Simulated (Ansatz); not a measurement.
# NO on Rh(100): change of the work function, part 2 of 5

How does NO on the top site change the work function of Rh(100) as the layer fills?

Ansatz 0.2.0; plane-wave DFT, PBE, Ansatz PAW (the session's first sound run).

So far, work function, upper face (eV): step 2 (the clean slab) 5.08.

## 3. Adsorbate added, k-mesh 4×4×1, coverage 0.111 ML

System of this step: NO/Rh(100). The cell holds 38 atoms: 36 Rh, 1 N and 1 O. Its edges and angles: a = 8.061 Å, b = 8.061 Å, c = 27.010 Å, α = 90.0°, β = 90.0°, γ = 90.0°. Vacuum lies along c.

The clean slab as it ended is repeated in the plane and the adsorbate is set on one face; the cell's size fixes the coverage, and the k-mesh shrinks with it to keep the sampling density about even. Adsorbate and upper layers relax, since the dipole depends on the height.

The input, input.yaml:

```yaml
crystal:
  lattice:
    - [8.0610173055, 0.0, 0.0]
    - [0.0, 8.0610173055, 0.0]
    - [0.0, 0.0, 27.0099412741]
  atoms:
    - { symbol: Rh, position: [0.1666666667, 0.1666666667, 0.3332106467] }
    - { symbol: Rh, position: [0.0, 0.0, 0.4035551166] }
    - { symbol: Rh, position: [0.1666666667, 0.1666666667, 0.4752767388] }
    - { symbol: Rh, position: [0.0, 0.0, 0.5442418821] }
    - { symbol: Rh, position: [0.1666666667, 0.5, 0.3332106467] }
    - { symbol: Rh, position: [0.0, 0.3333333333, 0.4035551166] }
    - { symbol: Rh, position: [0.1666666667, 0.5, 0.4752767388] }
    - { symbol: Rh, position: [0.0, 0.3333333333, 0.5442418821] }
    - { symbol: Rh, position: [0.1666666667, 0.8333333333, 0.3332106467] }
    - { symbol: Rh, position: [0.0, 0.6666666667, 0.4035551166] }
    - { symbol: Rh, position: [0.1666666667, 0.8333333333, 0.4752767388] }
    - { symbol: Rh, position: [0.0, 0.6666666667, 0.5442418821] }
    - { symbol: Rh, position: [0.5, 0.1666666667, 0.3332106467] }
    - { symbol: Rh, position: [0.3333333333, 0.0, 0.4035551166] }
    - { symbol: Rh, position: [0.5, 0.1666666667, 0.4752767388] }
    - { symbol: Rh, position: [0.3333333333, 0.0, 0.5442418821] }
    - { symbol: Rh, position: [0.5, 0.5, 0.3332106467] }
    - { symbol: Rh, position: [0.3333333333, 0.3333333333, 0.4035551166] }
    - { symbol: Rh, position: [0.5, 0.5, 0.4752767388] }
    - { symbol: Rh, position: [0.3333333333, 0.3333333333, 0.5442418821] }
    - { symbol: Rh, position: [0.5, 0.8333333333, 0.3332106467] }
    - { symbol: Rh, position: [0.3333333333, 0.6666666667, 0.4035551166] }
    - { symbol: Rh, position: [0.5, 0.8333333333, 0.4752767388] }
    - { symbol: Rh, position: [0.3333333333, 0.6666666667, 0.5442418821] }
    - { symbol: Rh, position: [0.8333333333, 0.1666666667, 0.3332106467] }
    - { symbol: Rh, position: [0.6666666667, 0.0, 0.4035551166] }
    - { symbol: Rh, position: [0.8333333333, 0.1666666667, 0.4752767388] }
    - { symbol: Rh, position: [0.6666666667, 0.0, 0.5442418821] }
    - { symbol: Rh, position: [0.8333333333, 0.5, 0.3332106467] }
    - { symbol: Rh, position: [0.6666666667, 0.3333333333, 0.4035551166] }
    - { symbol: Rh, position: [0.8333333333, 0.5, 0.4752767388] }
    - { symbol: Rh, position: [0.6666666667, 0.3333333333, 0.5442418821] }
    - { symbol: Rh, position: [0.8333333333, 0.8333333333, 0.3332106467] }
    - { symbol: Rh, position: [0.6666666667, 0.6666666667, 0.4035551166] }
    - { symbol: Rh, position: [0.8333333333, 0.8333333333, 0.4752767388] }
    - { symbol: Rh, position: [0.6666666667, 0.6666666667, 0.5442418821] }
    - { symbol: "N", position: [0.0, 0.0, 0.6231017351] }
    - { symbol: O, position: [0.0, 0.0, 0.6667893533] }
kpoints:
  mp_grid: { grid: [4, 4, 1] }
hamiltonian:
  xc: pbe
scf:
  occupations: { method: fermi_dirac, width: 0.1 }
  convergence: { dr2_threshold: 1.0e-08 }
efield:
  axis: 3
  dipole_correction: true
  ramp_position: 0.97
  ramp_width: 0.06
relax:
  f_tol: 0.02
  max_steps: 60
  constraints:
    - { sites: [0, 1, 4, 5, 8, 9, 12, 13, 16, 17, 20, 21, 24, 25, 28, 29, 32, 33] }
output:
  bader: true
  write_potential: true
  write_density: true
  volumetric_format: npy
```

Command:

```console
> ansatz run input.yaml --threads 4 --pin off --max-ram 12288MiB --backend cpu --events-out ev --progress --plain --runs-dir out
```

Numbers of over 12 decimals in the logs are rounded to 6 here.

What it wrote:

```text
[...]
Crystal: 38 atoms, lattice volume = 1755.106 Å³
Basis set: ecut = 420 eV, 34347 PW (Γ), exchange–correlation on 108×108×384 points (8 copies of the dense FFT grid, shifted against one another)
Bands: 374, of which v1, the nominal top of the filled ones, is band 312 counted from 1 (311 counted from 0)
Symmetry: 8 space group operations
[...]
k-points: 6 of 16
[...]
SCF iter   1: F=—  HF=-231434.449765 eV  |F-HF|=—  |Δ(HF+E_count)|=         —  Δρ=5.54e-3  dr2=1.62e0  ethr=1.77e-3  p=0.004 e·Å  D=4.57e-4 V/Å  ΔV_dip=-0.01 eV  dr2_dipole=3.34e-2  V_vac-E_F(+/−)=4.74/4.75 eV  ⟨swp⟩=7.3  Hψ=9419  notcnv=0  defer=64
[...]
SCF iter  11: F=-231434.361593 eV  HF=-231434.361593 eV  |F-HF|=7.11e-8  |Δ(HF+E_count)|=   2.00e-7  Δρ=4.20e-7  dr2=3.26e-9  ethr=1.61e-12  p=0.074 e·Å  D=7.64e-3 V/Å  ΔV_dip=-0.21 eV  dr2_dipole=1.62e-11  V_vac-E_F(+/−)=4.88/5.08 eV  ⟨swp⟩=9.2  Hψ=15218  notcnv=0
SCF 1 converged in 11 iterations: F = -231434.361593 eV  dr2 = 3.26e-9
[...]
relax step   1: F+E_penalty+E_count = -231434.36159308 eV  Δ(F+E_penalty+E_count) = +0.000e0 eV  max|allowed force component| = 3.479e0 eV/Å  Δτ_max = 0.0000 Å  (11 SCF iters, accepted)
[...]
SCF iter  10: F=-231435.105093 eV  HF=-231435.105093 eV  |F-HF|=1.23e-7  |Δ(HF+E_count)|=   4.74e-7  Δρ=4.12e-7  dr2=5.45e-9  ethr=1.61e-12  p=0.071 e·Å  D=7.31e-3 V/Å  ΔV_dip=-0.20 eV  dr2_dipole=3.26e-10  V_vac-E_F(+/−)=4.89/5.08 eV  ⟨swp⟩=9.7  Hψ=15302  notcnv=0
SCF 2 converged in 10 iterations: F = -231435.105093 eV  dr2 = 5.45e-9
[...]
relax step   2: F+E_penalty+E_count = -231435.10509304 eV  Δ(F+E_penalty+E_count) = -7.435e-1 eV  max|allowed force component| = 2.720e0 eV/Å  Δτ_max = 0.1315 Å  (10 SCF iters, accepted)
SCF iter   1: F=—  HF=-231435.055413 eV  |F-HF|=—  |Δ(HF+E_count)|=         —  Δρ=1.15e-2  dr2=1.84e0  ethr=1.15e-3  p=0.071 e·Å  D=7.31e-3 V/Å  ΔV_dip=-0.20 eV  dr2_dipole=2.40e-2  V_vac-E_F(+/−)=4.89/5.08 eV  ⟨swp⟩=5.2  Hψ=7604  notcnv=0  defer=84
[...]
SCF iter  11: F=-231434.827337 eV  HF=-231434.827337 eV  |F-HF|=2.73e-8  |Δ(HF+E_count)|=   6.40e-8  Δρ=2.18e-7  dr2=1.53e-9  ethr=1.61e-12  p=-0.003 e·Å  D=-2.96e-4 V/Å  ΔV_dip=0.01 eV  dr2_dipole=7.58e-11  V_vac-E_F(+/−)=5.09/5.08 eV  ⟨swp⟩=8.5  Hψ=14316  notcnv=0
SCF 3 converged in 11 iterations: F = -231434.827337 eV  dr2 = 1.53e-9
relax step   3: F+E_penalty+E_count = -231434.82733732 eV  Δ(F+E_penalty+E_count) = +2.778e-1 eV  max|allowed force component| = 7.256e0 eV/Å  Δτ_max = 0.1986 Å  (11 SCF iters, rejected (line search))
[...]
relax step   4: F+E_penalty+E_count = -231435.32305138 eV  Δ(F+E_penalty+E_count) = -2.180e-1 eV  max|allowed force component| = 7.414e-1 eV/Å  Δτ_max = 0.0966 Å  (10 SCF iters, accepted)
[...]
relax step   5: F+E_penalty+E_count = -231435.33392289 eV  Δ(F+E_penalty+E_count) = -1.087e-2 eV  max|allowed force component| = 2.436e-1 eV/Å  Δτ_max = 0.0603 Å  (9 SCF iters, accepted)
SCF iter   1: F=—  HF=-231435.334093 eV  |F-HF|=—  |Δ(HF+E_count)|=         —  Δρ=7.02e-4  dr2=5.02e-3  ethr=8.24e-6  p=0.043 e·Å  D=4.45e-3 V/Å  ΔV_dip=-0.12 eV  dr2_dipole=2.25e-4  V_vac-E_F(+/−)=4.96/5.08 eV  ⟨swp⟩=3.0  Hψ=4793  notcnv=0  defer=94
[...]
SCF iter   8: F=-231435.335234 eV  HF=-231435.335234 eV  |F-HF|=1.94e-8  |Δ(HF+E_count)|=   1.17e-7  Δρ=3.08e-7  dr2=3.14e-9  ethr=1.61e-12  p=0.045 e·Å  D=4.68e-3 V/Å  ΔV_dip=-0.13 eV  dr2_dipole=4.33e-11  V_vac-E_F(+/−)=4.96/5.08 eV  ⟨swp⟩=9.5  Hψ=15264  notcnv=0
SCF 6 converged in 8 iterations: F = -231435.335234 eV  dr2 = 3.14e-9
relax step   6: F+E_penalty+E_count = -231435.33523367 eV  Δ(F+E_penalty+E_count) = -1.311e-3 eV  max|allowed force component| = 7.831e-3 eV/Å  Δτ_max = 0.0146 Å  (8 SCF iters, accepted)
NSCF: frozen V_eff on 6 k-points
the search or the solves at the SCF's close may have found levels that the self-consistency loop had missed (the run counts none). By its estimate they hold under 1e-12 electrons; where the run keeps them, the occupations were computed again with them
[...]
WARN: The output density's exchange-correlation potential varies sharply where the density is thin. Do not read a vacuum level from v_tot or v_xc, or from such a field of the output density. On a cell that repeats whose density bears no net charge and no dipole along the vacuum's axis use v_es (v_loc + v_h of the components); under efield.dipole_correction with no amplitude use v_es + v_field, which holds any externa [...]
SCF converged after 8 iterations
Free energy (F): -231435.335234 eV
[...]
Internal energy: -231433.122083 eV  (E = F + TS)
E sigma→0 (E₀):  -231434.228658 eV
Entropy (-TS):   -2.213151 eV (-58.241 meV/atom)
Fermi energy:    2.839977 eV
Dipole field:    D = 0.004677 V/Å  (p = 0.045366 e·Å, saw-weighted, corrected)
Work function:   Φ+ = 4.9573 eV   Φ− = 5.0836 eV
[...]
--- Forces (eV/Å), atoms counted from 1 ---
  atom   1  Rh     0.01678202     0.01678202     0.25959084
  atom   2  Rh     0.00000000     0.00000000    -0.24147241
  atom   3  Rh    -0.00087217    -0.00087217    -0.00049904
  atom   4  Rh    -0.00000000     0.00000000    -0.00230990
  atom   5  Rh    -0.00820849     0.00000000     0.25319701
  atom   6  Rh     0.00000000    -0.05813008    -0.20370715
  atom   7  Rh    -0.00208631     0.00000000     0.00083560
  atom   8  Rh     0.00000000     0.00199139     0.00311435
  atom   9  Rh     0.01678202    -0.01678202     0.25959084
  atom  10  Rh     0.00000000     0.05813008    -0.20370715
  atom  11  Rh    -0.00087217     0.00087217    -0.00049904
  atom  12  Rh     0.00000000    -0.00199139     0.00311435
  atom  13  Rh     0.00000000    -0.00820849     0.25319701
  atom  14  Rh    -0.05813008     0.00000000    -0.20370715
  atom  15  Rh     0.00000000    -0.00208631     0.00083560
  atom  16  Rh     0.00199139     0.00000000     0.00311435
  atom  17  Rh    -0.00000000     0.00000000     0.38617551
  atom  18  Rh    -0.00630725    -0.00630725    -0.34757858
  atom  19  Rh     0.00000000     0.00000000    -0.00127792
  atom  20  Rh    -0.00023336    -0.00023336    -0.00064917
  atom  21  Rh     0.00000000     0.00820849     0.25319701
  atom  22  Rh    -0.00630725     0.00630725    -0.34757858
  atom  23  Rh     0.00000000     0.00208631     0.00083560
  atom  24  Rh    -0.00023336     0.00023336    -0.00064917
  atom  25  Rh    -0.01678202     0.01678202     0.25959084
  atom  26  Rh     0.05813008     0.00000000    -0.20370715
  atom  27  Rh     0.00087217    -0.00087217    -0.00049904
  atom  28  Rh    -0.00199139     0.00000000     0.00311435
  atom  29  Rh     0.00820849     0.00000000     0.25319701
  atom  30  Rh     0.00630725    -0.00630725    -0.34757858
  atom  31  Rh     0.00208631     0.00000000     0.00083560
  atom  32  Rh     0.00023336    -0.00023336    -0.00064917
  atom  33  Rh    -0.01678202    -0.01678202     0.25959084
  atom  34  Rh     0.00630725     0.00630725    -0.34757858
  atom  35  Rh     0.00087217     0.00087217    -0.00049904
  atom  36  Rh     0.00023336     0.00023336    -0.00064917
  atom  37  N     -0.00000000     0.00000000     0.00783092
  atom  38  O     -0.00000000     0.00000000    -0.00617659
  max |Σ_I F_I| component: 1.49e-5 eV/Å
--- Band table (eV; the first three rows and the last of 6) ---
  k-point 0: bands = [... 308 lower, 2.7672, 2.7765, 2.7789, 2.7789, 2.7890, 2.7890, 2.8470, 2.9136, ... 58 higher]
  k-point 1: bands = [... 308 lower, 2.7825, 2.7937, 2.8019, 2.8153, 2.8427, 2.8522, 2.8699, 2.9270, ... 58 higher]
  k-point 2: bands = [... 308 lower, 2.7891, 2.7918, 2.8036, 2.8731, 2.8839, 2.8856, 2.9014, 2.9042, ... 58 higher]
  k-point 5: bands = [... 308 lower, 2.7338, 2.7485, 2.7485, 2.7534, 2.8497, 2.8497, 2.8563, 2.9367, ... 58 higher]
--- Relaxed structure (6 steps of the walk, 5 accepted, 0 SCFs on fresh bases) ---
  F+E_penalty+E_count = -231435.33523367 eV   max|allowed force component| = 7.831e-3 eV/Å
  atoms:
    - { symbol: Rh, position: [0.1666666667, 0.1666666667, 0.3332106467] }
    - { symbol: Rh, position: [0.0, 0.0, 0.4035551166] }
    - { symbol: Rh, position: [0.164554, 0.164554, 0.475884] }
    - { symbol: Rh, position: [0, 0.0, 0.554379] }
    - { symbol: Rh, position: [0.1666666667, 0.5, 0.3332106467] }
    - { symbol: Rh, position: [0.0, 0.3333333333, 0.4035551166] }
    - { symbol: Rh, position: [0.166906, 0.5, 0.474778] }
    - { symbol: Rh, position: [0, 0.337616, 0.543734] }
    - { symbol: Rh, position: [0.1666666667, 0.833333, 0.3332106467] }
    - { symbol: Rh, position: [0.0, 0.6666666667, 0.4035551166] }
    - { symbol: Rh, position: [0.164554, 0.835446, 0.475884] }
    - { symbol: Rh, position: [0, 0.662384, 0.543734] }
    - { symbol: Rh, position: [0.5, 0.1666666667, 0.3332106467] }
    - { symbol: Rh, position: [0.3333333333, 0.0, 0.4035551166] }
    - { symbol: Rh, position: [0.5, 0.166906, 0.474778] }
    - { symbol: Rh, position: [0.337616, 0, 0.543734] }
    - { symbol: Rh, position: [0.5, 0.5, 0.3332106467] }
    - { symbol: Rh, position: [0.3333333333, 0.3333333333, 0.4035551166] }
    - { symbol: Rh, position: [0.5, 0.5, 0.474652] }
    - { symbol: Rh, position: [0.334153, 0.334153, 0.543809] }
    - { symbol: Rh, position: [0.5, 0.833333, 0.3332106467] }
    - { symbol: Rh, position: [0.3333333333, 0.6666666667, 0.4035551166] }
    - { symbol: Rh, position: [0.5, 0.833094, 0.474778] }
    - { symbol: Rh, position: [0.334153, 0.665847, 0.543809] }
    - { symbol: Rh, position: [0.833333, 0.1666666667, 0.3332106467] }
    - { symbol: Rh, position: [0.6666666667, 0.0, 0.4035551166] }
    - { symbol: Rh, position: [0.835446, 0.164554, 0.475884] }
    - { symbol: Rh, position: [0.662384, 0.0, 0.543734] }
    - { symbol: Rh, position: [0.833333, 0.5, 0.3332106467] }
    - { symbol: Rh, position: [0.6666666667, 0.3333333333, 0.4035551166] }
    - { symbol: Rh, position: [0.833094, 0.5, 0.474778] }
    - { symbol: Rh, position: [0.665847, 0.334153, 0.543809] }
    - { symbol: Rh, position: [0.833333, 0.833333, 0.3332106467] }
    - { symbol: Rh, position: [0.6666666667, 0.6666666667, 0.4035551166] }
    - { symbol: Rh, position: [0.835446, 0.835446, 0.475884] }
    - { symbol: Rh, position: [0.665847, 0.665847, 0.543809] }
    - { symbol: N, position: [0, 0.0, 0.619467] }
    - { symbol: O, position: [0, 0.0, 0.662528] }
--- Bader charges: 38 sites ---
  site symbol  charge [e]  shift [e]
     0     Rh     -0.0431     0.0001
     1     Rh      0.0383     0.0001
     2     Rh      0.0153     0.0001
     3     Rh      0.2489     0.0028
     4     Rh     -0.0422     0.0001
     5     Rh      0.0379     0.0001
     6     Rh      0.0434     0.0001
     7     Rh     -0.0275     0.0002
     8     Rh     -0.0431     0.0001
     9     Rh      0.0379     0.0001
    10     Rh      0.0153     0.0001
    11     Rh     -0.0275     0.0002
    12     Rh     -0.0422     0.0001
    13     Rh      0.0379     0.0001
    14     Rh      0.0434     0.0001
    15     Rh     -0.0275     0.0002
    16     Rh     -0.0296     0.0001
    17     Rh      0.0406     0.0001
    18     Rh      0.0462     0.0001
    19     Rh     -0.0433     0.0001
    20     Rh     -0.0422     0.0001
    21     Rh      0.0406     0.0001
    22     Rh      0.0434     0.0001
    23     Rh     -0.0433     0.0001
    24     Rh     -0.0431     0.0001
    25     Rh      0.0379     0.0001
    26     Rh      0.0153     0.0001
    27     Rh     -0.0275     0.0002
    28     Rh     -0.0422     0.0001
    29     Rh      0.0406     0.0001
    30     Rh      0.0434     0.0001
    31     Rh     -0.0434     0.0001
    32     Rh     -0.0431     0.0001
    33     Rh      0.0406     0.0001
    34     Rh      0.0153     0.0001
    35     Rh     -0.0433     0.0001
    36      N      0.1149     0.0099
    37      O     -0.3426     0.0071
  estimated error of the sums over rays = 5.7e-4 e
```

Wall time 22 min (4 threads of Arm Neoverse V1, shared host); peak memory 9.3 GiB.

This run has no spin polarisation although its electron count is odd.

Step by step:

```tsv
step	energy less that of the first step (eV)	largest force component (eV/Å)
1	0.0000	3.4787
2	-0.7435	2.7198
3	-0.4657	7.2562
4	-0.9615	0.7414
5	-0.9723	0.2436
6	-0.9736	0.0078
```

Relaxation step 3 was tried and not accepted.

Forces are held to the 8 operations that the run works with; a distortion that breaks them can't arise in this run.

The atoms that moved most (Å):

```tsv
atom	dx	dy	dz	length
Rh4	0.000	0.000	0.274	0.274
O38	0.000	0.000	-0.115	0.115
N37	0.000	0.000	-0.098	0.098
Rh12	0.000	-0.035	-0.014	0.037
Rh28	-0.035	0.000	-0.014	0.037
Rh16	0.035	0.000	-0.014	0.037
Rh8	0.000	0.035	-0.014	0.037
Rh3	-0.017	-0.017	0.016	0.029
```

Final coordinates:

```xyz
38
Lattice="8.0610 0.0000 0.0000 0.0000 8.0610 0.0000 0.0000 0.0000 27.0099" Properties=species:S:1:pos:R:3
Rh    1.3435    1.3435    9.0000
Rh    0.0000    0.0000   10.9000
Rh    1.3265    1.3265   12.8536
Rh    0.0000    0.0000   14.9738
Rh    1.3435    4.0305    9.0000
Rh    0.0000    2.6870   10.9000
Rh    1.3454    4.0305   12.8237
Rh    0.0000    2.7215   14.6862
Rh    1.3435    6.7175    9.0000
Rh    0.0000    5.3740   10.9000
Rh    1.3265    6.7345   12.8536
Rh    0.0000    5.3395   14.6862
Rh    4.0305    1.3435    9.0000
Rh    2.6870    0.0000   10.9000
Rh    4.0305    1.3454   12.8237
Rh    2.7215    0.0000   14.6862
Rh    4.0305    4.0305    9.0000
Rh    2.6870    2.6870   10.9000
Rh    4.0305    4.0305   12.8203
Rh    2.6936    2.6936   14.6883
Rh    4.0305    6.7175    9.0000
Rh    2.6870    5.3740   10.9000
Rh    4.0305    6.7156   12.8237
Rh    2.6936    5.3674   14.6883
Rh    6.7175    1.3435    9.0000
Rh    5.3740    0.0000   10.9000
Rh    6.7345    1.3265   12.8536
Rh    5.3395    0.0000   14.6862
Rh    6.7175    4.0305    9.0000
Rh    5.3740    2.6870   10.9000
Rh    6.7156    4.0305   12.8237
Rh    5.3674    2.6936   14.6883
Rh    6.7175    6.7175    9.0000
Rh    5.3740    5.3740   10.9000
Rh    6.7345    6.7345   12.8536
Rh    5.3674    5.3674   14.6883
N     0.0000    0.0000   16.7318
O     0.0000    0.0000   17.8948
```

Numbers from this step:

| Item | Value |
| --- | --- |
| energy at zero smearing | -231434.2287 eV |
| work function, upper face | 4.957 eV |
| work function, lower face | 5.084 eV |
| dipole along the normal | 0.04537 e·Å |
| step between the vacuum levels | -0.1263 eV |

Running mean over 1.9 Å of the planar mean; the ramp of the sawtooth is left out. The electron's electrostatic potential energy less the Fermi level by z:

z (Å), electron's electrostatic potential energy less the Fermi level (eV) and a bar from the least value:
```
      3.5        5.1 ##############################
      4.0        5.1 ##############################
      4.5        5.1 ##############################
      5.0        5.1 ##############################
      5.5        5.1 ##############################
      6.0        5.0 ##############################
      6.5        4.9 ##############################
      7.0        4.4 #############################
      7.5        2.2 #########################
      8.0       -3.6 ################
      8.5       -9.8 ######
      9.0      -12.4 #
      9.5      -12.8 #
     10.0      -13.0 #
     10.5      -13.1 
     11.0      -13.1 
     11.5      -12.8 #
     12.0      -12.7 #
     12.5      -13.0 #
     13.0      -13.2 
     13.5      -13.3 
     14.0      -13.2 
     14.5      -12.8 #
     15.0      -11.5 ###
     15.5       -6.8 ###########
     16.0       -0.6 #####################
     16.5        2.9 ##########################
     17.0        3.6 ############################
     17.5        3.8 ############################
     18.0        4.2 ############################
     18.5        4.4 #############################
     19.0        4.7 #############################
     19.5        4.9 ##############################
     20.0        5.0 ##############################
     20.5        5.0 ##############################
     21.0        5.0 ##############################
     21.5        5.0 ##############################
     22.0        5.0 ##############################
     22.5        5.0 ##############################
     23.0        5.0 ##############################
     23.5        5.0 ##############################
```

The relaxation took 6 steps and lowered the energy by 0.97 eV; the largest force on the free atoms ends at 0.0078 eV/Å.

The covered face has 4.96 eV, -0.12 eV against the clean one; the bare back face has moved by +0.00 eV, a measure of how thin the slab is.

[end of part 2 of 5]

[Logs are printed without paths, hosts, clocks, repeated set-up lines and the standing remarks that a program may print on its own settings, such as how far it seeks lower states.]

[Hosts, paths, dates, database ids (printed as entryN), source tags and the programs' standing remarks are cut or masked in the printed files.]

[Maps of the electrostatic potential energy from Ansatz leave out the sawtooth potential of an applied field or a dipole correction, so their vacuum need not be flat; planar profiles and work functions include it.]
